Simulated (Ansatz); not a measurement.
# Cs on Hf(0001): change of the work function, part 2 of 3

Aim: the work function of Hf(0001) at several coverages of Cs (fcc site), and the dipole that each adsorbate carries.

Ansatz 0.2.0; plane-wave DFT, PBE, Ansatz PAW.

So far, work function, upper face (eV): step 2 (the clean slab) 4.33.

### 3. The covered slab, k-mesh 4×4×1, coverage 0.111 ML

System of this step: Cs/Hf(0001). The cell holds 37 atoms: 36 Hf and 1 Cs. Cell: a = 9.600 Å, b = 9.600 Å, c = 29.450 Å, α = 90.0°, β = 90.0°, γ = 60.0°. Vacuum lies along c.

The clean slab as it ended is repeated in the plane and the adsorbate is set on one face; the cell's size fixes the coverage, and the k-mesh shrinks with it to keep the sampling density about even. Adsorbate and upper layers relax, since the dipole depends on the height.

input.yaml reads:

```yaml
crystal:
  lattice:
    - [9.6, 0.0, 0.0]
    - [4.8, 8.3138438763, 0.0]
    - [0.0, 0.0, 29.450464177]
  atoms:
    - { symbol: Hf, position: [0.2222222222, 0.2222222222, 0.3055978998] }
    - { symbol: Hf, position: [0.0, 0.0, 0.3915456113] }
    - { symbol: Hf, position: [0.2222222222, 0.2222222222, 0.4811743536] }
    - { symbol: Hf, position: [0.0, 0.0, 0.5619679284] }
    - { symbol: Hf, position: [0.2222222222, 0.5555555556, 0.3055978998] }
    - { symbol: Hf, position: [0.0, 0.3333333333, 0.3915456113] }
    - { symbol: Hf, position: [0.2222222222, 0.5555555556, 0.4811743536] }
    - { symbol: Hf, position: [0.0, 0.3333333333, 0.5619679284] }
    - { symbol: Hf, position: [0.2222222222, 0.8888888889, 0.3055978998] }
    - { symbol: Hf, position: [0.0, 0.6666666667, 0.3915456113] }
    - { symbol: Hf, position: [0.2222222222, 0.8888888889, 0.4811743536] }
    - { symbol: Hf, position: [0.0, 0.6666666667, 0.5619679284] }
    - { symbol: Hf, position: [0.5555555556, 0.2222222222, 0.3055978998] }
    - { symbol: Hf, position: [0.3333333333, 0.0, 0.3915456113] }
    - { symbol: Hf, position: [0.5555555556, 0.2222222222, 0.4811743536] }
    - { symbol: Hf, position: [0.3333333333, 0.0, 0.5619679284] }
    - { symbol: Hf, position: [0.5555555556, 0.5555555556, 0.3055978998] }
    - { symbol: Hf, position: [0.3333333333, 0.3333333333, 0.3915456113] }
    - { symbol: Hf, position: [0.5555555556, 0.5555555556, 0.4811743536] }
    - { symbol: Hf, position: [0.3333333333, 0.3333333333, 0.5619679284] }
    - { symbol: Hf, position: [0.5555555556, 0.8888888889, 0.3055978998] }
    - { symbol: Hf, position: [0.3333333333, 0.6666666667, 0.3915456113] }
    - { symbol: Hf, position: [0.5555555556, 0.8888888889, 0.4811743536] }
    - { symbol: Hf, position: [0.3333333333, 0.6666666667, 0.5619679284] }
    - { symbol: Hf, position: [0.8888888889, 0.2222222222, 0.3055978998] }
    - { symbol: Hf, position: [0.6666666667, 0.0, 0.3915456113] }
    - { symbol: Hf, position: [0.8888888889, 0.2222222222, 0.4811743536] }
    - { symbol: Hf, position: [0.6666666667, 0.0, 0.5619679284] }
    - { symbol: Hf, position: [0.8888888889, 0.5555555556, 0.3055978998] }
    - { symbol: Hf, position: [0.6666666667, 0.3333333333, 0.3915456113] }
    - { symbol: Hf, position: [0.8888888889, 0.5555555556, 0.4811743536] }
    - { symbol: Hf, position: [0.6666666667, 0.3333333333, 0.5619679284] }
    - { symbol: Hf, position: [0.8888888889, 0.8888888889, 0.3055978998] }
    - { symbol: Hf, position: [0.6666666667, 0.6666666667, 0.3915456113] }
    - { symbol: Hf, position: [0.8888888889, 0.8888888889, 0.4811743536] }
    - { symbol: Hf, position: [0.6666666667, 0.6666666667, 0.5619679284] }
    - { symbol: Cs, position: [0.1111111111, 0.1111111111, 0.6944021002] }
kpoints:
  mp_grid: { grid: [4, 4, 1] }
hamiltonian:
  xc: pbe
scf:
  occupations: { method: fermi_dirac, width: 0.1 }
  convergence: { dr2_threshold: 1.0e-08 }
efield:
  axis: 3
  dipole_correction: true
  ramp_position: 0.97
  ramp_width: 0.06
relax:
  f_tol: 0.02
  max_steps: 60
  constraints:
    - { sites: [0, 1, 4, 5, 8, 9, 12, 13, 16, 17, 20, 21, 24, 25, 28, 29, 32, 33] }
output:
  write_potential: true
  write_density: true
  volumetric_format: npy
```

On the command line:

```console
$ ansatz run input.yaml --threads 4 --pin off --max-ram 16384MiB --backend cpu --events-out ev --progress --plain --runs-dir out
```

Numbers of over 12 decimals in the logs are rounded to 6 here.

Log:

```text
[...]
Crystal: 37 atoms, lattice volume = 2350.527 Å³
Basis set: ecut = 420 eV, 45873 PW (Γ), exchange–correlation on 144×144×400 points (8 copies of the dense FFT grid, shifted against one another)
Bands: 567, of which v1, the nominal top of the filled ones, is band 473 counted from 1 (472 counted from 0)
Symmetry: 6 space group operations
[...]
k-points: 4 of 16 (time reversal used)
[...]
SCF iter   1: F=—  HF=-571624.396278 eV  |F-HF|=—  |Δ(HF+E_count)|=         —  Δρ=4.96e-3  dr2=1.04e1  ethr=1.77e-3  p=1.237 e·Å  D=9.52e-2 V/Å  ΔV_dip=-2.80 eV  dr2_dipole=9.36e-1  V_vac-E_F(+/−)=1.62/4.43 eV  ⟨swp⟩=7.2  Hψ=7588  notcnv=0  defer=16
[...]
SCF iter  12: F=-571624.115401 eV  HF=-571624.115401 eV  |F-HF|=9.66e-9  |Δ(HF+E_count)|=   3.76e-8  Δρ=2.05e-7  dr2=1.60e-9  ethr=1.06e-12  p=1.084 e·Å  D=8.34e-2 V/Å  ΔV_dip=-2.46 eV  dr2_dipole=6.90e-12  V_vac-E_F(+/−)=1.92/4.38 eV  ⟨swp⟩=11.5  Hψ=20364  notcnv=0
SCF 1 converged in 12 iterations: F = -571624.115401 eV  dr2 = 1.60e-9
[...]
relax step   1: F+E_penalty+E_count = -571624.11540140 eV  Δ(F+E_penalty+E_count) = +0.000e0 eV  max|allowed force component| = 3.145e-1 eV/Å  Δτ_max = 0.0000 Å  (12 SCF iters, accepted)
[...]
SCF iter  10: F=-571624.134270 eV  HF=-571624.134270 eV  |F-HF|=4.42e-9  |Δ(HF+E_count)|=   2.72e-8  Δρ=3.18e-7  dr2=3.43e-9  ethr=1.06e-12  p=1.042 e·Å  D=8.02e-2 V/Å  ΔV_dip=-2.36 eV  dr2_dipole=9.19e-12  V_vac-E_F(+/−)=2.02/4.38 eV  ⟨swp⟩=12.0  Hψ=20851  notcnv=0
SCF 2 converged in 10 iterations: F = -571624.134270 eV  dr2 = 3.43e-9
[...]
relax step   2: F+E_penalty+E_count = -571624.13427034 eV  Δ(F+E_penalty+E_count) = -1.887e-2 eV  max|allowed force component| = 2.763e-1 eV/Å  Δτ_max = 0.0713 Å  (10 SCF iters, accepted)
SCF iter   1: F=—  HF=-571624.173440 eV  |F-HF|=—  |Δ(HF+E_count)|=         —  Δρ=7.03e-4  dr2=6.92e-2  ethr=1.84e-4  p=1.042 e·Å  D=8.02e-2 V/Å  ΔV_dip=-2.36 eV  dr2_dipole=1.10e-2  V_vac-E_F(+/−)=2.02/4.38 eV  ⟨swp⟩=4.0  Hψ=4053  notcnv=0  defer=35
[...]
SCF iter  10: F=-571624.172377 eV  HF=-571624.172377 eV  |F-HF|=6.98e-9  |Δ(HF+E_count)|=   1.53e-8  Δρ=2.38e-7  dr2=6.41e-9  ethr=1.06e-12  p=0.981 e·Å  D=7.55e-2 V/Å  ΔV_dip=-2.22 eV  dr2_dipole=1.60e-9  V_vac-E_F(+/−)=2.16/4.38 eV  ⟨swp⟩=12.2  Hψ=20740  notcnv=0
SCF 3 converged in 10 iterations: F = -571624.172377 eV  dr2 = 6.41e-9
relax step   3: F+E_penalty+E_count = -571624.17237655 eV  Δ(F+E_penalty+E_count) = -3.811e-2 eV  max|allowed force component| = 7.160e-2 eV/Å  Δτ_max = 0.1470 Å  (10 SCF iters, accepted)
[...]
relax step   4: F+E_penalty+E_count = -571624.17378548 eV  Δ(F+E_penalty+E_count) = -1.409e-3 eV  max|allowed force component| = 4.660e-2 eV/Å  Δτ_max = 0.0368 Å  (9 SCF iters, accepted)
SCF iter   1: F=—  HF=-571624.177680 eV  |F-HF|=—  |Δ(HF+E_count)|=         —  Δρ=2.52e-4  dr2=1.54e-2  ethr=7.29e-6  p=0.968 e·Å  D=7.45e-2 V/Å  ΔV_dip=-2.20 eV  dr2_dipole=1.37e-3  V_vac-E_F(+/−)=2.19/4.38 eV  ⟨swp⟩=2.0  Hψ=3130  notcnv=0  defer=43
[...]
SCF iter   8: F=-571624.174839 eV  HF=-571624.174839 eV  |F-HF|=3.61e-9  |Δ(HF+E_count)|=   4.73e-8  Δρ=2.87e-7  dr2=3.17e-9  ethr=1.06e-12  p=0.964 e·Å  D=7.42e-2 V/Å  ΔV_dip=-2.19 eV  dr2_dipole=1.03e-10  V_vac-E_F(+/−)=2.19/4.38 eV  ⟨swp⟩=11.8  Hψ=21128  notcnv=0
SCF 5 converged in 8 iterations: F = -571624.174839 eV  dr2 = 3.17e-9
relax step   5: F+E_penalty+E_count = -571624.17483865 eV  Δ(F+E_penalty+E_count) = -1.053e-3 eV  max|allowed force component| = 1.246e-2 eV/Å  Δτ_max = 0.0066 Å  (8 SCF iters, accepted)
NSCF: frozen V_eff on 4 k-points
[...]
SCF converged after 8 iterations
Free energy (F): -571624.174839 eV
[...]
Internal energy: -571622.441267 eV  (E = F + TS)
E sigma→0 (E₀):  -571623.308053 eV
Entropy (-TS):   -1.733572 eV (-46.853 meV/atom)
Fermi energy:    4.946779 eV
Dipole field:    D = 0.074238 V/Å  (p = 0.964344 e·Å, saw-weighted, corrected)
Work function:   Φ+ = 2.1938 eV   Φ− = 4.3801 eV
[...]
--- Forces (eV/Å), atoms counted from 1 ---
  atom   1  Hf    -0.00679809    -0.00392488     0.64484224
  atom   2  Hf    -0.01080692    -0.00623938    -0.68609455
  atom   3  Hf     0.00194811     0.00112474    -0.00542126
  atom   4  Hf    -0.00320053    -0.00184783     0.00557739
  atom   5  Hf    -0.00315054     0.00181896     0.66382662
  atom   6  Hf    -0.00000000     0.01247876    -0.68609455
  atom   7  Hf     0.00010897    -0.00006291     0.00061008
  atom   8  Hf    -0.00000000     0.00369565     0.00557739
  atom   9  Hf     0.00000000     0.00784976     0.64484224
  atom  10  Hf     0.01965432    -0.01134743    -0.62443715
  atom  11  Hf     0.00000000    -0.00224949    -0.00542126
  atom  12  Hf    -0.00042489     0.00024531    -0.00078106
  atom  13  Hf     0.00000000    -0.00363793     0.66382662
  atom  14  Hf     0.01080692    -0.00623938    -0.68609455
  atom  15  Hf    -0.00000000     0.00012583     0.00061008
  atom  16  Hf     0.00320053    -0.00184783     0.00557739
  atom  17  Hf     0.00315054     0.00181896     0.66382662
  atom  18  Hf     0.02531346     0.01461473    -0.65637762
  atom  19  Hf    -0.00010897    -0.00006291     0.00061008
  atom  20  Hf     0.00324360     0.00187269     0.00078835
  atom  21  Hf    -0.00380417     0.00219634     0.65915174
  atom  22  Hf    -0.00000000    -0.02922947    -0.65637762
  atom  23  Hf    -0.00044267     0.00025558     0.00247259
  atom  24  Hf     0.00000000    -0.00374538     0.00078835
  atom  25  Hf     0.00679809    -0.00392488     0.64484224
  atom  26  Hf    -0.00000000     0.02269485    -0.62443715
  atom  27  Hf    -0.00194811     0.00112474    -0.00542126
  atom  28  Hf     0.00000000    -0.00049062    -0.00078106
  atom  29  Hf     0.00000000    -0.00439268     0.65915174
  atom  30  Hf    -0.02531346     0.01461473    -0.65637762
  atom  31  Hf     0.00000000    -0.00051115     0.00247259
  atom  32  Hf    -0.00324360     0.00187269     0.00078835
  atom  33  Hf     0.00380417     0.00219634     0.65915174
  atom  34  Hf    -0.01965432    -0.01134743    -0.62443715
  atom  35  Hf     0.00044267     0.00025558     0.00247259
  atom  36  Hf     0.00042489     0.00024531    -0.00078106
  atom  37  Cs    -0.00000000    -0.00000000    -0.01245580
  max |Σ_I F_I| component: 1.63e-5 eV/Å
--- Band table (eV) ---
  k-point 0: bands = [... 469 lower, 4.9027, 4.9403, 4.9403, 4.9698, 4.9796, 4.9796, 4.9873, 4.9873, ... 90 higher]
  k-point 1: bands = [... 469 lower, 4.8865, 4.8964, 4.9133, 4.9147, 4.9462, 5.0028, 5.0033, 5.0583, ... 90 higher]
  k-point 2: bands = [... 469 lower, 4.7862, 4.7969, 4.9442, 4.9475, 4.9547, 4.9552, 5.0625, 5.1786, ... 90 higher]
  k-point 3: bands = [... 469 lower, 4.8567, 4.8870, 4.8962, 4.9782, 4.9844, 5.0246, 5.0398, 5.0835, ... 90 higher]
--- Relaxed structure (5 steps of the walk, 5 accepted, 0 SCFs on fresh bases) ---
  F+E_penalty+E_count = -571624.17483865 eV   max|allowed force component| = 1.246e-2 eV/Å
  atoms:
    - { symbol: Hf, position: [0.222222, 0.222222, 0.305598] }
    - { symbol: Hf, position: [1.1111101403313754e-11, 1.1111101403313758e-11, 0.391546] }
    - { symbol: Hf, position: [0.222793, 0.222793, 0.480384] }
    - { symbol: Hf, position: [0.000743118, 0.000743118, 0.560975] }
    - { symbol: Hf, position: [0.222222, 0.555556, 0.305598] }
    - { symbol: Hf, position: [1.1111112030448567e-11, 0.333333, 0.391546] }
    - { symbol: Hf, position: [0.221902, 0.555716, 0.481741] }
    - { symbol: Hf, position: [0.000743118, 0.331847, 0.560975] }
    - { symbol: Hf, position: [0.222222, 0.888889, 0.305598] }
    - { symbol: Hf, position: [-2.2222224060897133e-11, 0.666667, 0.391546] }
    - { symbol: Hf, position: [0.222793, 0.887747, 0.480384] }
    - { symbol: Hf, position: [-0.000544049, 0.666939, 0.563076] }
    - { symbol: Hf, position: [0.555556, 0.222222, 0.305598] }
    - { symbol: Hf, position: [0.333333, 1.1111101403313758e-11, 0.391546] }
    - { symbol: Hf, position: [0.555716, 0.221902, 0.481741] }
    - { symbol: Hf, position: [0.331847, 0.000743118, 0.560975] }
    - { symbol: Hf, position: [0.555556, 0.555556, 0.305598] }
    - { symbol: Hf, position: [0.333333, 0.333333, 0.391546] }
    - { symbol: Hf, position: [0.555716, 0.555716, 0.481741] }
    - { symbol: Hf, position: [0.332148, 0.332148, 0.562732] }
    - { symbol: Hf, position: [0.555556, 0.888889, 0.305598] }
    - { symbol: Hf, position: [0.333333, 0.666667, 0.391546] }
    - { symbol: Hf, position: [0.557177, 0.888078, 0.481146] }
    - { symbol: Hf, position: [0.332148, 0.669037, 0.562732] }
    - { symbol: Hf, position: [0.888889, 0.222222, 0.305598] }
    - { symbol: Hf, position: [0.666667, -2.2222234688031943e-11, 0.391546] }
    - { symbol: Hf, position: [0.887747, 0.222793, 0.480384] }
    - { symbol: Hf, position: [0.666939, -0.000544049, 0.563076] }
    - { symbol: Hf, position: [0.888889, 0.555556, 0.305598] }
    - { symbol: Hf, position: [0.666667, 0.333333, 0.391546] }
    - { symbol: Hf, position: [0.888078, 0.557177, 0.481146] }
    - { symbol: Hf, position: [0.669037, 0.332148, 0.562732] }
    - { symbol: Hf, position: [0.888889, 0.888889, 0.305598] }
    - { symbol: Hf, position: [0.666667, 0.666667, 0.391546] }
    - { symbol: Hf, position: [0.888078, 0.888078, 0.481146] }
    - { symbol: Hf, position: [0.666939, 0.666939, 0.563076] }
    - { symbol: Cs, position: [0.111111, 0.111111, 0.685534] }
```

Elapsed: 33 min, on 4 threads of Arm Neoverse V1, shared host; peak memory 7.9 GiB.

Step by step:

| step | energy less that of the first step (eV) | largest force component (eV/Å) |
| --- | --- | --- |
| 1 | 0.0000 | 0.3145 |
| 2 | -0.0189 | 0.2763 |
| 3 | -0.0570 | 0.0716 |
| 4 | -0.0584 | 0.0466 |
| 5 | -0.0594 | 0.0125 |

Forces are held to the 6 operations that the run works with; a distortion that breaks them can't arise in this run.

The atoms that moved most (Å):

| atom | dx | dy | dz | length |
| --- | --- | --- | --- | --- |
| Cs37 | 0.000 | 0.000 | -0.261 | 0.261 |
| Hf28 | 0.000 | -0.005 | 0.033 | 0.033 |
| Hf36 | 0.004 | 0.002 | 0.033 | 0.033 |
| Hf12 | -0.004 | 0.002 | 0.033 | 0.033 |
| Hf16 | -0.011 | 0.006 | -0.029 | 0.032 |
| Hf8 | 0.000 | -0.012 | -0.029 | 0.032 |
| Hf4 | 0.011 | 0.006 | -0.029 | 0.032 |
| Hf20 | -0.017 | -0.010 | 0.023 | 0.030 |

Final coordinates:

```
Hf Cs
1.0
     9.60000    0.00000    0.00000
     4.80000    8.31384    0.00000
     0.00000    0.00000   29.45046
Hf Cs
36 1
Direct
  0.22222 0.22222 0.30560
  0.00000 0.00000 0.39155
  0.22279 0.22279 0.48038
  0.00074 0.00074 0.56098
  0.22222 0.55556 0.30560
  0.00000 0.33333 0.39155
  0.22190 0.55572 0.48174
  0.00074 0.33185 0.56098
  0.22222 0.88889 0.30560
  0.00000 0.66667 0.39155
  0.22279 0.88775 0.48038
  0.99946 0.66694 0.56308
  0.55556 0.22222 0.30560
  0.33333 0.00000 0.39155
  0.55572 0.22190 0.48174
  0.33185 0.00074 0.56098
  0.55556 0.55556 0.30560
  0.33333 0.33333 0.39155
  0.55572 0.55572 0.48174
  0.33215 0.33215 0.56273
  0.55556 0.88889 0.30560
  0.33333 0.66667 0.39155
  0.55718 0.88808 0.48115
  0.33215 0.66904 0.56273
  0.88889 0.22222 0.30560
  0.66667 0.00000 0.39155
  0.88775 0.22279 0.48038
  0.66694 0.99946 0.56308
  0.88889 0.55556 0.30560
  0.66667 0.33333 0.39155
  0.88808 0.55718 0.48115
  0.66904 0.33215 0.56273
  0.88889 0.88889 0.30560
  0.66667 0.66667 0.39155
  0.88808 0.88808 0.48115
  0.66694 0.66694 0.56308
  0.11111 0.11111 0.68553
```

This step gave:

```yaml
energy_at_zero_smearing: -571623.3081 eV
work_function_upper_face: 2.194 eV
work_function_lower_face: 4.380 eV
dipole_along_the_normal: 0.9643 e·Å
step_between_the_vacuum_levels: -2.186 eV
```

Running mean over 2.5312 Å of the planar mean; the ramp of the sawtooth is left out. Electron's electrostatic potential energy less the Fermi level against z:

z (Å), electron's electrostatic potential energy less the Fermi level (eV) and a bar from the least value:
```
      3.5       4.38 ##############################
      4.0       4.38 ##############################
      4.5       4.37 ##############################
      5.0       4.35 ##############################
      5.5       4.30 ##############################
      6.0       4.13 #############################
      6.5       3.64 ############################
      7.0       2.30 #########################
      7.5      -0.56 ##################
      8.0      -4.04 ##########
      8.5      -6.60 ####
      9.0      -7.41 ##
      9.5      -7.41 ##
     10.0      -7.30 ##
     10.5      -7.25 ##
     11.0      -7.26 ##
     11.5      -7.25 ##
     12.0      -7.08 ###
     12.5      -6.76 ###
     13.0      -6.70 ###
     13.5      -6.92 ###
     14.0      -7.24 ##
     14.5      -7.56 #
     15.0      -8.01 
     15.5      -8.13 
     16.0      -7.90 #
     16.5      -7.51 #
     17.0      -6.71 ###
     17.5      -4.41 #########
     18.0      -1.18 #################
     18.5       1.39 #######################
     19.0       2.27 #########################
     19.5       2.15 #########################
     20.0       1.81 ########################
     20.5       1.59 #######################
     21.0       1.59 #######################
     21.5       1.76 ########################
     22.0       1.98 ########################
     22.5       2.13 #########################
     23.0       2.17 #########################
     23.5       2.19 #########################
     24.0       2.19 #########################
     24.5       2.19 #########################
     25.0       2.19 #########################
     25.5       2.19 #########################
     26.0       2.19 #########################
```

The relaxation took 5 steps and lowered the energy by 0.059 eV; the largest force on the free atoms ends at 0.012 eV/Å.

The covered face has 2.19 eV, -2.14 eV against the clean one; the bare back face has moved by -0.00 eV, a measure of how thin the slab is.

(Part 2 of 3 ends here.)

[Logs are printed without paths, hosts, clocks, repeated set-up lines and the standing remarks that a program may print on its own settings, such as how far it seeks lower states.]

[Hosts, paths, dates, database ids (printed as entryN), source tags and the programs' standing remarks are cut or masked in the printed files.]

[Maps of the electrostatic potential energy from Ansatz leave out the sawtooth potential of an applied field or a dipole correction, so their vacuum need not be flat; planar profiles and work functions include it.]
